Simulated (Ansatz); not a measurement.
# Sc3B (built on the sites of a database entry of La3In): a soft mode frozen in

Which phase does Sc3B (built on the sites of a database entry of La3In) fall into along its unstable mode, and how much energy does it gain?

Program: Ansatz 0.2.0. Level of theory: DFT PBEsol, scalar-relativistic, plane waves, PAW. Results are calculated unless marked as measured.

This is a report of a sequence of runs, with most program output left out.

The structure was built from a prototype and need not be the compound's stable phase.

## (1) The structure

It takes space group Pm-3m (No. 221, cubic). The conventional cell has a = 4.058 Å, b = 4.058 Å, c = 4.058 Å, α = 90.00°, β = 90.00°, γ = 90.00°. Sc has 4 B at 2.87 Å and 8 Sc at 2.87 Å nearest. Nearest to B lie 12 Sc at 2.87 Å. Farther neighbours are not listed.

Structure file:

```cif
data_structure
_symmetry_space_group_name_H-M 'Pm-3m'
_symmetry_Int_Tables_number 221
_cell_length_a 4.0585
_cell_length_b 4.0585
_cell_length_c 4.0585
_cell_angle_alpha 90.000
_cell_angle_beta 90.000
_cell_angle_gamma 90.000
_cell_volume 66.85
loop_
_atom_site_label
_atom_site_type_symbol
_atom_site_symmetry_multiplicity
_atom_site_Wyckoff_symbol
_atom_site_fract_x
_atom_site_fract_y
_atom_site_fract_z
_atom_site_occupancy
Sc1 Sc 3 c 0.00000 0.50000 0.50000 1
B1 B 1 a 0.00000 0.00000 0.00000 1
```

## (2) Phonons on a q mesh

The cell comes from relaxations at this level that are not shown. Stability and thermal properties need the whole zone. Linear response on a 2×2×2 q mesh gives force constants as far as a supercell of that size would.

Input file input.yaml:

```yaml
crystal:
  lattice:
    - [4.0584555828, 0.0, 0.0]
    - [0.0, 4.0584555828, 0.0]
    - [0.0, 0.0, 4.0584555828]
  atoms:
    - { symbol: Sc, position: [0.0, 0.5, 0.5] }
    - { symbol: Sc, position: [0.5, 0.0, 0.5] }
    - { symbol: Sc, position: [0.5, 0.5, 0.0] }
    - { symbol: B, position: [0.0, 0.0, 0.0] }
kpoints:
  mp_grid: { grid: [10, 10, 10] }
hamiltonian:
  xc: pbesol
scf:
  occupations: { method: methfessel_paxton, width: 0.15 }
output:
  eigenvalues: true
phonons:
  method: dfpt
  qmesh: [2, 2, 2]
  temperatures: { t_max: 1000, t_step: 50 }
  qpath:
    path:
      - [[0.0, 0.0, 0.0], [0.0, 0.5, 0.0], [0.5, 0.5, 0.0], [0.0, 0.0, 0.0], [0.5, 0.5, 0.5], [0.0, 0.5, 0.0]]
      - [[0.5, 0.5, 0.5], [0.5, 0.5, 0.0]]
    npoints: 10
```

Run with:

```
$ ansatz run input.yaml --threads 8 --pin off --max-ram 14336MiB --backend cpu --events-out ev --progress --plain --runs-dir out
```

Elapsed: 79 s, on 8 threads of Arm Neoverse V2, shared host; peak memory 1.3 GiB; 9.9 min of CPU time.

Numbers from this step:

```
volume per atom                                         : 16.71 Å³
gap on the k-mesh                                       : 0 eV
sum-rule residual before enforcement                    : 4.62e-5 eV/Å²
lowest frequency on the path                            : -90.74 cm⁻¹
point group                                             : m-3m
highest frequency on the path or at a solved wavevector : 368.9 cm⁻¹
highest optical mode at the zone centre (no LO-TO term) : 333.9 cm⁻¹
lowest optical zone-centre mode                         : 137.2 cm⁻¹
lowest mode on the q mesh (acoustic modes at Γ apart)   : -90.74 cm⁻¹
```

Frequencies (cm⁻¹) solved at each irreducible wavevector; negative means imaginary. Frequencies by wavevector, by row:

```csv
q in reciprocal lattice units,star,mode 1,mode 2,mode 3,mode 4,mode 10,mode 11,mode 12
0 0 0,1,0,0,0,137.2,333.9,333.9,333.9
0 0 -0.5,3,-90.7,82.9,82.9,131.7,235.4,235.4,278.5
0 -0.5 -0.5,3,-80.6,114.5,114.5,132.9,271.2,271.2,295.5
-0.5 -0.5 -0.5,1,-78.9,-78.9,-78.9,133.7,311.8,311.8,368.9
```

Interpolated from a 2×2×2 q mesh, rough between the solved points. Phonon branches along the path, in cm⁻¹:

```csv
point,branch 1,branch 2,branch 3,branch 4,branch 9,branch 10,branch 11,branch 12
Γ,0,0,0,137,151,334,334,334
halfway,60,60,73,97,218,294,296,296
X,-91,83,83,132,216,236,236,278
halfway,-77,100,106,120,234,241,271,277
M,-81,114,114,133,231,271,271,296
halfway,-12,86,89,101,231,261,272,291
Γ,0,0,0,137,151,334,334,334
halfway,-35,40,40,135,247,259,259,308
R,-79,-79,-79,134,312,312,312,369
halfway,-77,33,56,140,260,264,280,317
X,-91,83,83,132,216,236,236,278
jump to R,-79,-79,-79,134,312,312,312,369
halfway,-80,-28,-28,147,282,291,291,341
M,-81,114,114,133,231,271,271,296
```

Symmetry leaves 4 wavevectors to solve. The lowest mode among them, the acoustic zeros apart, lies at q = (0, 0, -0.5) and is imaginary, 90.7i cm⁻¹, so the energy falls along it.

## (3) The mode frozen in, largest atomic shift 0 Å

The mode followed lies at q = (0, 0, -0.5) with frequency 90.7i cm⁻¹, the softest among the wavevectors solved. At small amplitude the distorted cell has space group no. 131 by a symmetry search on the positions. The undistorted cell that holds it gives the zero of energy on the same k mesh.

System of this step: Sc3B (built on the sites of a database entry of La3In). The structure is cubic, space group Pm-3m (No. 221). Conventional cell: a = 4.058 Å, b = 4.058 Å, c = 4.058 Å, α = 90.00°, β = 90.00°, γ = 90.00°. Nearest to Sc lie 8 Sc at 2.87 Å and 4 B at 2.87 Å. Nearest to Sc lie 4 B at 2.87 Å and 8 Sc at 2.87 Å. Nearest to B lie 12 Sc at 2.87 Å. Farther neighbours are not listed.

Input file input.yaml:

```yaml
crystal:
  lattice:
    - [4.0584555828, 0.0, 0.0]
    - [0.0, 4.0584555828, 0.0]
    - [0.0, 0.0, 8.1169111655]
  atoms:
    - { symbol: Sc, position: [0.0, 0.5, 0.25] }
    - { symbol: Sc, position: [0.0, 0.5, 0.75] }
    - { symbol: Sc, position: [0.5, 0.0, 0.25] }
    - { symbol: Sc, position: [0.5, 0.0, 0.75] }
    - { symbol: Sc, position: [0.5, 0.5, 0.5] }
    - { symbol: Sc, position: [0.5, 0.5, 0.0] }
    - { symbol: B, position: [0.0, 0.0, 0.0] }
    - { symbol: B, position: [0.0, 0.0, 0.5] }
kpoints:
  mp_grid: { grid: [8, 8, 4] }
hamiltonian:
  xc: pbesol
scf:
  occupations: { method: methfessel_paxton, width: 0.15 }
output:
  forces: true
  stress: true
  eigenvalues: true
```

The job ended after 2 s (8 threads; peak memory 0.71 GiB).

Numbers from this step:

```
pressure                         : 0.01814 GPa
energy from the undistorted cell : 0 meV/atom
```

The run ends at a pressure of 0.02 GPa.

## (4) The mode frozen in, largest atomic shift 0.14 Å

The atoms are moved along the unstable eigenvector, the largest shift by 0.14 Å, with the cell fixed.

input.yaml, the sections that differ from step 3:

```yaml
crystal:
  lattice:
    - [4.0584555828, 0.0, 0.0]
    - [0.0, 4.0584555828, 0.0]
    - [0.0, 0.0, 8.1169111655]
  atoms:
    - { symbol: Sc, position: [0.0, 0.5, 0.2327520596] }
    - { symbol: Sc, position: [0.0, 0.5, 0.7672479404] }
    - { symbol: Sc, position: [0.5, 0.0, 0.2672479404] }
    - { symbol: Sc, position: [0.5, 0.0, 0.7327520596] }
    - { symbol: Sc, position: [0.5, 0.5, 0.5] }
    - { symbol: Sc, position: [0.5, 0.5, 0.0] }
    - { symbol: B, position: [0.0, 0.0, 0.0] }
    - { symbol: B, position: [0.0, 0.0, 0.5] }
# kpoints, hamiltonian, scf, output: as in step 3
```

The job ended after 2.2 s (8 threads; peak memory 0.72 GiB; 16 s of CPU time).

This step gave:

| Quantity | Value |
| --- | --- |
| pressure | 0.08756 GPa |
| energy from the undistorted cell | -2.521 meV/atom |

The energy, extrapolated to zero smearing, is -2.52 meV/atom against the undistorted cell.

The run ends at a pressure of 0.09 GPa, with forces up to 0.022 eV/Å.

## (5) Energy along the mode, all amplitudes (two of the runs are shown above)

An imaginary frequency means negative curvature, so the energy should fall and then rise again as anharmonic terms take over.

Numbers from this step:

```
depth at the lowest point sampled  : 2.521 meV/atom
largest atomic shift at that point : 0.14 Å
```

Energy from the parent against largest atomic shift:

```csv
largest atomic shift (Å),energy from the parent (meV/atom)
0.000,0
0.040,-0.324
0.080,-1.22
0.140,-2.52
0.220,-0.453
0.320,20.3
```

Displacement at unit largest shift by atom:

```csv
atom,x (Å),y (Å),z (Å),size
Sc1,0.00,0.00,-1.00,1.00
Sc2,0.00,0.00,1.00,1.00
Sc3,0.00,0.00,1.00,1.00
Sc4,0.00,0.00,-1.00,1.00
Sc5,0.00,0.00,0.00,0.00
Sc6,0.00,0.00,0.00,0.00
B7,0.00,0.00,0.00,0.00
B8,0.00,0.00,0.00,0.00
```

The lowest of the steps tried is at 0.14 Å, 2.52 meV/atom below the parent; the bottom of the well need not coincide with a step.

## (6) Relaxation from the frozen mode

Starting from the lowest point found, all atoms and the cell are let go, so that strain and other modes of the same symmetry can join in.

Edit input.yaml of step 4 so:

```diff
@@ -24 +24,6 @@
   eigenvalues: true
+relax:
+  adjacent_minimum: "off"
+  f_tol: 0.002
+  max_steps: 120
+  cell: { stress_tol: 0.03 }
```

Wall time 15 s (8 threads); peak memory 0.76 GiB.

Relaxation path:

```csv
step,energy less that of the first step (eV),largest force component (eV/Å),pressure (GPa),volume (Å³)
1,0.0000,0.0221,0.09,133.69
2,-0.0058,0.0781,-0.20,134.18
3,-0.0091,0.0647,-0.17,134.16
4,-0.0174,0.0343,0.64,133.10
5,-0.0195,0.0017,-0.09,134.29
6,-0.0196,0.0008,0.00,134.12
7*,-0.0199,0.0008,0.00,134.12
```

Relaxation steps marked * repeat the geometry before them on a plane-wave basis chosen anew for their cell, so energy and pressure can jump there.

The run keeps the 16 symmetry operations that it works with, so distortions that break them were not tested.

```csv
"conventional cell, symmetrised",before,after,change
a (Å),4.058,4.009,-1.2 %
b (Å),4.058,4.009,-1.2 %
c (Å),8.117,8.346,+2.8 %
volume (Å³/atom),16.71,16.76,+0.3 %
```

The atoms that moved most (Å, as changes of fractional coordinates times the final cell):

```csv
atom,dx,dy,dz,length
Sc1,0.000,0.000,-0.091,0.091
Sc3,0.000,0.000,0.091,0.091
Sc4,0.000,0.000,-0.091,0.091
Sc2,0.000,0.000,0.091,0.091
```

Final coordinates:

```cif
data_structure
_symmetry_space_group_name_H-M 'P 1'
_symmetry_Int_Tables_number 1
_cell_length_a 4.0086
_cell_length_b 4.0086
_cell_length_c 8.3463
_cell_angle_alpha 90.000
_cell_angle_beta 90.000
_cell_angle_gamma 90.000
_cell_volume 134.12
loop_
_atom_site_label
_atom_site_type_symbol
_atom_site_fract_x
_atom_site_fract_y
_atom_site_fract_z
_atom_site_occupancy
Sc1 Sc 0.00000 0.50000 0.22181 1
Sc2 Sc 0.00000 0.50000 0.77819 1
Sc3 Sc 0.50000 0.00000 0.27819 1
Sc4 Sc 0.50000 0.00000 0.72181 1
Sc5 Sc 0.50000 0.50000 0.50000 1
Sc6 Sc 0.50000 0.50000 0.00000 1
B7 B 0.00000 0.00000 0.00000 1
B8 B 0.00000 0.00000 0.50000 1
```

This step gave:

```
pressure        : 0.004251 GPa
volume per atom : 16.76 Å³
```

The distorted start has space group P4_2/mmc; the relaxation ends in P4_2/mmc.

## (7) The new phase in its own primitive cell

The relaxed structure is symmetrised, reduced to its primitive cell and relaxed tightly, as its phonons need.

input.yaml, the sections that differ from step 6:

```yaml
crystal:
  lattice:
    - [4.0086075347, 0.0, 0.0]
    - [0.0, 4.0086075347, 0.0]
    - [0.0, 0.0, 8.3463098514]
  atoms:
    - { symbol: Sc, position: [0.0, 0.5, 0.2218104133] }
    - { symbol: Sc, position: [0.0, 0.5, 0.7781895867] }
    - { symbol: Sc, position: [0.5, 0.0, 0.2781895867] }
    - { symbol: Sc, position: [0.5, 0.0, 0.7218104133] }
    - { symbol: Sc, position: [0.5, 0.5, 0.5] }
    - { symbol: Sc, position: [0.5, 0.5, 0.0] }
    - { symbol: B, position: [0.0, 0.0, 0.0] }
    - { symbol: B, position: [0.0, 0.0, 0.5] }
relax:
  adjacent_minimum: "off"
  f_tol: 0.001
  max_steps: 60
  cell: { stress_tol: 0.01 }
# kpoints, hamiltonian, scf, output: as in step 6
```

Run time: 8.3 s. Hardware: 8 threads; peak memory 0.76 GiB.

Little changed from the start: no atom moved by 0.005 Å and no cell edge by 0.1 %.

This step gave:

| Property | Result |
| --- | --- |
| pressure | -0.004378 GPa |
| volume per atom | 16.77 Å³ |

The largest force component left is 0.50 meV/Å and the pressure is -0.004 GPa, within the tolerances set. The cell now holds 16.77 Å³/atom.

## (8) Modes of the new phase, k-mesh 8×8×4

A relaxed structure may still be a saddle point, so its zone-centre modes are computed. No field response is asked, since the mesh shows no gap.

Input file input.yaml:

```yaml
crystal:
  lattice:
    - [4.0083695792, 0.0, 0.0]
    - [0.0, 4.0083695792, 0.0]
    - [0.0, 0.0, 8.3483011927]
  atoms:
    - { symbol: Sc, position: [0.0, 0.5, 0.2217506294] }
    - { symbol: Sc, position: [0.0, 0.5, 0.7782493706] }
    - { symbol: Sc, position: [0.5, 0.0, 0.2782493706] }
    - { symbol: Sc, position: [0.5, 0.0, 0.7217506294] }
    - { symbol: Sc, position: [0.5, 0.5, 0.5] }
    - { symbol: Sc, position: [0.5, 0.5, 0.0] }
    - { symbol: B, position: [0.0, 0.0, 0.0] }
    - { symbol: B, position: [0.0, 0.0, 0.5] }
kpoints:
  mp_grid: { grid: [8, 8, 4] }
hamiltonian:
  xc: pbesol
scf:
  occupations: { method: methfessel_paxton, width: 0.15 }
output:
  eigenvalues: true
phonons:
  method: dfpt
```

Wall time 76 s (8 threads); peak memory 2 GiB.

This step gave:

| Item | Value |
| --- | --- |
| sum-rule residual before enforcement | 2.00e-5 eV/Å² |
| point group | 4/mmm |
| highest optical mode at the zone centre (no LO-TO term) | 335.4 cm⁻¹ |
| lowest optical zone-centre mode | 89.1 cm⁻¹ |

Patterns of degenerate modes are one choice out of their space. Modes at Γ, with each element's share of the kinetic energy:

```csv
mode,frequency (cm⁻¹),symmetry,Sc %,B %
1,0.0,acoustic,93,7
2,0.0,acoustic,93,7
3,0.0,acoustic,93,7
4,89.1,Eu,100,0
5,89.1,Eu,100,0
6,112.6,Eg,100,0
7,112.6,Eg,100,0
8,149.5,A1g,100,0
9,149.8,Eu,65,35
10,149.8,Eu,65,35
11,151.4,B2u,87,13
12,167.9,A2u,26,74
13,184.4,B1g,100,0
14,217.3,Eu,50,50
15,217.3,Eu,50,50
16,222.7,B2u,100,0
17,259.8,Eu,6,94
18,259.8,Eu,6,94
19,277.3,Eg,100,0
20,277.3,Eg,100,0
21,293.0,B2u,13,87
22,307.3,A2u,81,19
23,335.4,Eu,88,12
24,335.4,Eu,88,12
```

Displacements in mode 4 (89.1 cm⁻¹), the largest set to 1:
```
Sc1  0.01 -0.36  0.00
Sc2  0.01 -0.36  0.00
Sc3  0.04 -0.05  0.00
Sc4  0.04 -0.05  0.00
Sc5 -0.12 -0.21  0.00
Sc6  0.03  1.00  0.00
B7  -0.01  0.05  0.00
B8  -0.01  0.08  0.00
```

Displacements in mode 9 (149.8 cm⁻¹), the largest set to 1:
```
Sc1  0.00 -0.33  0.00
Sc2  0.00 -0.33  0.00
Sc3  0.01  0.07  0.00
Sc4  0.01  0.07  0.00
Sc5  0.01  0.43  0.00
Sc6 -0.02 -0.16  0.00
B7  -0.04 -0.01  0.00
B8   0.00  1.00  0.00
```

Before it was imposed, the acoustic sum rule was missed by 2.0e-5 eV/Å². Small misses are needed for a sound result but don't prove that mesh and cutoff are converged. The lowest optical mode is real, 89.1 cm⁻¹.

## (9) Results

- unstable mode of the parent: q = (0, 0, -0.5), 91i cm⁻¹
- depth at the lowest point sampled: 2.52 meV/atom
- largest atomic shift at that point: 0.14 Å
- space group reached (within 0.01 Å): P4_2/mmc
- energy gained over the parent (first relaxation, on the mesh of the frozen mode): 4.92 meV/atom
- volume per atom, phase reached: 16.8 Å³
- lowest optical zone-centre mode, phase reached: 89.1 cm⁻¹
- highest optical mode at the zone centre (no LO-TO term), phase reached: 335 cm⁻¹

Along this mode the structure falls into P4_2/mmc, 4.92 meV/atom below the parent. At the parent's cell the well is 2.521 meV/atom deep on the steps tried, with its lowest point at a shift of 0.14 Å. Relaxing atoms and cell changes the gain by +2.40 meV/atom against the lowest step (energies at zero smearing). The new phase has no imaginary mode at the zone centre of its cell; other wavevectors were not checked. Of the 2 patterns followed to their end from this parent, this one ends 101 meV/atom above the lowest, P4/mbm. Each path keeps the symmetry of its pattern, so a lower phase may lie along a pattern not tried. The q mesh stands for a supercell only 8.1 Å across, so branches between the solved wavevectors are rough. With no gap, or one that is small against the smearing, the frequencies hang on the k mesh and the smearing, most of all near Kohn anomalies. The starting cell was built on a prototype and not taken from a measurement, so the phase need not exist.

[Logs are printed without paths, hosts, clocks, repeated set-up lines and the standing remarks that a program may print on its own settings, such as how far it seeks lower states.]

[Hosts, paths, dates, database ids (printed as entryN), source tags and the programs' standing remarks are cut or masked in the printed files.]
